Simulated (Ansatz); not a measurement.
## Work function of Pb(111): what the settings cost and change

Aim: the work function of Pb(111) across levels of theory at one geometry.

Program: Ansatz 0.2.0. Level of theory: plane-wave DFT, PBE, Ansatz PAW, in the first sound run; inputs show where later runs differ. Values are calculated unless marked as measured.

The raw output is cut from this account; settings, times and results stay.

## 1. Set-up

The cell holds 7 atoms: 7 Pb. Cell: a = 3.500 Å, b = 3.500 Å, c = 35.147 Å, α = 90.0°, β = 90.0°, γ = 60.0°. Vacuum lies along c.

## 2. Slab, setting PBE, Ansatz PAW (420 eV)

A work function rests on the faint tail of the density, so the SCF threshold is tight. PBE on the default files comes first; the next runs keep the geometry and change functional or files, each at the cutoff that its files recommend; a relaxation and, for heavy metals, spin-orbit coupling close the ladder.

input.yaml reads:

```yaml
crystal:
  lattice:
    - [3.5001785669, 0.0, 0.0]
    - [1.7500892834, 3.0312435567, 0.0]
    - [0.0, 0.0, 35.1473029949]
  atoms:
    - { symbol: Pb, position: [0.0, 0.0, 0.2560651667] }
    - { symbol: Pb, position: [0.3333333333, 0.3333333333, 0.3373767778] }
    - { symbol: Pb, position: [0.6666666667, 0.6666666667, 0.4186883889] }
    - { symbol: Pb, position: [0.0, 0.0, 0.5] }
    - { symbol: Pb, position: [0.3333333333, 0.3333333333, 0.5813116111] }
    - { symbol: Pb, position: [0.6666666667, 0.6666666667, 0.6626232222] }
    - { symbol: Pb, position: [0.0, 0.0, 0.7439348333] }
kpoints:
  mp_grid: { grid: [13, 13, 1] }
hamiltonian:
  xc: pbe
scf:
  occupations: { method: fermi_dirac, width: 0.1 }
  convergence: { dr2_threshold: 1.0e-09 }
efield:
  axis: 3
  dipole_correction: true
  ramp_position: 0.97
  ramp_width: 0.06
output:
  write_potential: true
  write_density: true
  volumetric_format: npy
  elf: true
```

On the command line:

```console
> ansatz run input.yaml --threads 4 --pin off --max-ram 6144MiB --backend cpu --events-out ev --progress --plain --runs-dir out
```

It took 37 s on 4 threads of Arm Neoverse N1, shared host; peak memory 1 GiB; 1.9 min of CPU time.

This step gave:

```yaml
energy_at_zero_smearing: -83344.4512 eV
work_function_upper_face: 3.675 eV
```

Running mean over 2.858 Å of the planar mean; the ramp of the sawtooth is left out. Electron's electrostatic potential energy less the Fermi level against z:

z (Å), electron's electrostatic potential energy less the Fermi level (eV) and a bar from the least value:
```
        4       3.67 ##############################
        5       3.66 ##############################
        6       3.52 ##############################
        7       1.85 ########################
        8      -3.25 ########
        9      -5.42 #
       10      -5.52 
       11      -5.54 
       12      -5.56 
       13      -5.60 
       14      -5.62 
       15      -5.62 
       16      -5.60 
       17      -5.59 
       18      -5.59 
       19      -5.60 
       20      -5.62 
       21      -5.62 
       22      -5.61 
       23      -5.57 
       24      -5.54 
       25      -5.52 
       26      -5.46 #
       27      -3.91 ######
       28       1.19 ######################
       29       3.46 #############################
       30       3.65 ##############################
       31       3.67 ##############################
```

Electrostatic potential energy in the ca plane at fractional y = 0.000, with atoms of Pb within 0.2 Å of it. With pseudopotentials it is smooth inside the atoms' cores, unlike the true potential.

Values in eV, 5 rows by 16 columns, each cell a mean:
```
  6  -3 -31 -18   6   6   7   7   6   6 -19 -31  -3   8   8   8
  2   5  -6   1   5  -1   4   4  -1   5   1  -5   6   8   8   8
 -1   6   5   6   4  -8   2   2  -8   4   6   5   7   8   8   8
  4   3 -15  -3   5   2   5   5   2   5  -4 -15   4   8   8   8
  6  -6 -29 -21   6   6   7   7   6   6 -22 -29  -5   8   8   8
```
Columns run along c (16.0 Å, from fractional 0.43 to 0.89 of the cell; values clipped at the 3rd and 97th percentile), rows up along a (3.5 Å). Atoms in or near the plane, at fractional coordinates: Pb at (0.50, 0.00), Pb at (0.74, 0.00).

ELF in the ca plane at fractional y = 0.000, with atoms of Pb within 0.2 Å of it. It is the smooth field of the valence electrons, not physical close to the nuclei.

Ten even steps from '0' (0.00) to '9' (0.44), each cell a mean:
```
44568720288644444322234455668510599963100000
65457876887545665433456665567877999852100000
76546788875456777644577776556788887531000000
87644566554467888754678877544566654310000000
87643445443467888755688887544455543210000000
77545677764467887654678876545677776421000000
66457898886456776543467766557889999742000000
54468842587644554322345555568733799963100000
44568700178644443222233455668400399973100000
```
Columns run along c (16.0 Å, from fractional 0.43 to 0.89 of the cell), rows up along a (3.5 Å). Atoms in or near the plane, at fractional coordinates: Pb at (0.50, 0.00), Pb at (0.74, 0.00).

Valence density in the ca plane at fractional y = 0.000, with atoms of Pb within 0.2 Å of it. It is the smooth field of the valence electrons, not physical close to the nuclei.

Ten steps, logarithmic in the rise over the least value, from '0' (0.00 × 1e0 e/Å³) to '9' (9.07 × 1e0 e/Å³), each cell a mean:
```
11124689863211111100111111125799752100000000
21113467642111221111112211123577532000000000
22112234321112232211123322112344321000000000
32111122211123343211233432111122110000000000
33211111111123443221234432111111110000000000
32111223221112333211223332111222211000000000
22112355532112222111122221112455421000000000
11123578753111111111111111124688742100000000
11124799963211111100011111125899852100000000
```
Columns run along c (16.0 Å, from fractional 0.43 to 0.89 of the cell), rows up along a (3.5 Å). Atoms in or near the plane, at fractional coordinates: Pb at (0.50, 0.00), Pb at (0.74, 0.00).

The work function is 3.675 eV.

## 3. Slab

This step: plane-wave DFT, LDA, Ansatz PAW (Ansatz 0.2.0).

Edit input.yaml of step 2 so:

```diff
@@ -16,3 +16,3 @@
 hamiltonian:
-  xc: pbe
+  xc: lda
 scf:
@@ -29,2 +29 @@
   volumetric_format: npy
-  elf: true
```

The job ended after 38 s (4 threads; peak memory 1 GiB; 2 min of CPU time).

The work function is 3.996 eV, +0.321 eV from the run “PBE, Ansatz PAW (420 eV)”, at 1.0 times its CPU time.

## 4. Slab

This step: plane-wave DFT, PBEsol, Ansatz PAW (Ansatz 0.2.0).

Edit input.yaml of step 3 so:

```diff
@@ -16,3 +16,3 @@
 hamiltonian:
-  xc: lda
+  xc: pbesol
 scf:
```

Wall time 38 s (4 threads); peak memory 1 GiB.

The work function is 3.769 eV, +0.094 eV from the run “PBE, Ansatz PAW (420 eV)”, at 1.0 times its CPU time.

## 5. Run

This step: plane-wave DFT, RPBE, Ansatz PAW (Ansatz 0.2.0).

Edit input.yaml of step 4 so:

```diff
@@ -16,3 +16,3 @@
 hamiltonian:
-  xc: pbesol
+  xc: rpbe
 scf:
```

The job ended after 43 s (4 threads; peak memory 1 GiB).

The work function is 3.524 eV, -0.151 eV from the run “PBE, Ansatz PAW (420 eV)”, at 1.0 times its CPU time.

## 6. Run

This step: plane-wave DFT, r2SCAN, Ansatz PAW (Ansatz 0.2.0).

Edit input.yaml of step 5 so:

```diff
@@ -16,3 +16,3 @@
 hamiltonian:
-  xc: rpbe
+  xc: r2scan
 scf:
```

Run time: 88 s. Hardware: 4 threads; peak memory 1.8 GiB.

The work function is 3.703 eV, +0.028 eV from the run “PBE, Ansatz PAW (420 eV)”, at 2.2 times its CPU time.

## 7. Run

This step: plane-wave DFT, PBE, JTH PAW (Ansatz 0.2.0).

Edit input.yaml of step 6 so:

```diff
@@ -16,3 +16,4 @@
 hamiltonian:
-  xc: r2scan
+  xc: pbe
+  pseudopotentials: { kind: paw, source: jth }
 scf:
```

Wall time 7.3 min (4 threads); peak memory 5.3 GiB.

The work function is 3.677 eV, +0.002 eV from the run “PBE, Ansatz PAW (420 eV)”, at 9.9 times its CPU time.

## 8. Run

This step: plane-wave DFT, PBE, norm-conserving (Ansatz 0.2.0).

Edit input.yaml of step 7 so:

```diff
@@ -17,3 +17,3 @@
   xc: pbe
-  pseudopotentials: { kind: paw, source: jth }
+  pseudopotentials: { kind: nc }
 scf:
```

It took 3.1 min on 4 threads; peak memory 2.2 GiB; 10 min of CPU time.

The work function is 3.672 eV, -0.003 eV from the run “PBE, Ansatz PAW (420 eV)”, at 5.3 times its CPU time.

## 9. Run

This step: plane-wave DFT, LDA, norm-conserving (Ansatz 0.2.0).

Edit input.yaml of step 8 so:

```diff
@@ -16,3 +16,3 @@
 hamiltonian:
-  xc: pbe
+  xc: lda
   pseudopotentials: { kind: nc }
```

Wall time 73 s (4 threads); peak memory 1.8 GiB; 4.1 min of CPU time.

The work function is 4.002 eV, +0.327 eV from the run “PBE, Ansatz PAW (420 eV)”, at 2.1 times its CPU time.

## 10. Slab, setting PBE, all layers relaxed

This step: plane-wave DFT, PBE, Ansatz PAW (Ansatz 0.2.0).

Edit input.yaml of step 9 so:

```diff
@@ -16,4 +16,3 @@
 hamiltonian:
-  xc: lda
-  pseudopotentials: { kind: nc }
+  xc: pbe
 scf:
@@ -26,2 +25,5 @@
   ramp_width: 0.06
+relax:
+  f_tol: 0.01
+  max_steps: 40
 output:
```

Wall time 87 s (4 threads); peak memory 0.93 GiB; 4.3 min of CPU time.

The relaxation took 3 steps and lowered the energy by 0.042 eV; the largest force on the free atoms ends at 0.0055 eV/Å.

The work function is 3.719 eV, +0.044 eV from the run “PBE, Ansatz PAW (420 eV)”, at 2.2 times its CPU time.

## 11. Run

This step: plane-wave DFT, PBE, fully relativistic PAW with spin-orbit coupling (Ansatz 0.2.0).

Edit input.yaml of step 10 so:

```diff
@@ -17,2 +17,3 @@
   xc: pbe
+  pseudopotentials: { kind: paw_fr }
 scf:
@@ -25,5 +26,5 @@
   ramp_width: 0.06
-relax:
-  f_tol: 0.01
-  max_steps: 40
+magnetization:
+  noncollinear: true
+  spin_orbit: true
 output:
```

Elapsed: 5.6 min, on 4 threads; peak memory 4.1 GiB; 20 min of CPU time.

The work function is 3.714 eV, +0.039 eV from the run “PBE, Ansatz PAW (420 eV)”, at 10 times its CPU time.

## 12. Comparing the runs

Times are for 4 threads of Arm Neoverse N1, shared host. Results by setting:

| no. | setting | work function, upper face (eV) | time | memory (GiB) |
| --- | --- | --- | --- | --- |
| 1 | PBE, Ansatz PAW (420 eV) | 3.675 | 37 s | 1.0 |
| 2 | LDA, Ansatz PAW (420 eV) | 3.996 | 38 s | 1.0 |
| 3 | PBEsol, Ansatz PAW (420 eV) | 3.769 | 38 s | 1.0 |
| 4 | RPBE, Ansatz PAW (420 eV) | 3.524 | 43 s | 1.0 |
| 5 | r2SCAN, Ansatz PAW (500 eV) | 3.703 | 88 s | 1.8 |
| 6 | PBE, JTH PAW (1800 eV) | 3.677 | 7.3 min | 5.3 |
| 7 | PBE, norm-conserving (850 eV) | 3.672 | 3.1 min | 2.2 |
| 8 | LDA, norm-conserving (762 eV) | 4.002 | 73 s | 1.8 |
| 9 | PBE, all layers relaxed | 3.719 | 87 s | 0.93 |
| 10 | PBE with spin-orbit coupling (420 eV) | 3.714 | 5.6 min | 4.1 |

## 13. Varying the input

This step: plane-wave DFT, PBE, Ansatz PAW (Ansatz 0.2.0).

An input spoilt on purpose, to show how the run answers: it repeats the earlier run “PBE, Ansatz PAW (420 eV)” with efield.amplitude to 5.0, and scf.max_iter set to 75; its output block differs too.

Edit input.yaml of step 11 so:

```diff
@@ -17,3 +17,2 @@
   xc: pbe
-  pseudopotentials: { kind: paw_fr }
 scf:
@@ -21,2 +20,3 @@
   convergence: { dr2_threshold: 1.0e-09 }
+  max_iter: 75
 efield:
@@ -26,5 +26,3 @@
   ramp_width: 0.06
-magnetization:
-  noncollinear: true
-  spin_orbit: true
+  amplitude: 5.0
 output:
```

It took 63 s on 4 threads; peak memory 1 GiB; 3.3 min of CPU time.

In so strong a field the program warns of density in the ramp of the sawtooth; these numbers are not the system's.

## 14. Results

| Item | Value |
| --- | --- |
| work function, PBE, Ansatz PAW (420 eV) | 3.675 eV |
| work function, LDA, Ansatz PAW (420 eV) | 3.996 eV |
| work function, RPBE, Ansatz PAW (420 eV) | 3.524 eV |
| work function, r2SCAN, Ansatz PAW (500 eV) | 3.703 eV |
| work function, LDA, norm-conserving (762 eV) | 4.002 eV |
| work function, PBE, all layers relaxed | 3.719 eV |
| work function, PBE with spin-orbit coupling (420 eV) | 3.714 eV |

In words: PBE on the default files gives 3.68 eV, and the settings tried spread the value from 3.52 to 4.00 eV. At one geometry LDA lies 0.32 eV above PBE. The choice of pseudopotentials moves the PBE value by 0.005 eV. Relaxing the layers changes it by +0.044 eV. Spin-orbit coupling, on the fully relativistic files, changes it by +0.04 eV. The ladder's slabs use the tabulated experimental lattice constant (two decimals; a low-temperature value for the alkali metals).

[Long decimals in the printed logs are rounded to 6 places.]

[Logs are printed without paths, hosts, clocks, repeated set-up lines and the standing remarks that a program may print on its own settings, such as how far it seeks lower states.]

[Hosts, paths, dates, database ids (printed as entryN), source tags and the programs' standing remarks are cut or masked in the printed files.]

[Maps of the electrostatic potential energy from Ansatz leave out the sawtooth potential of an applied field or a dipole correction, so their vacuum need not be flat; planar profiles and work functions include it.]
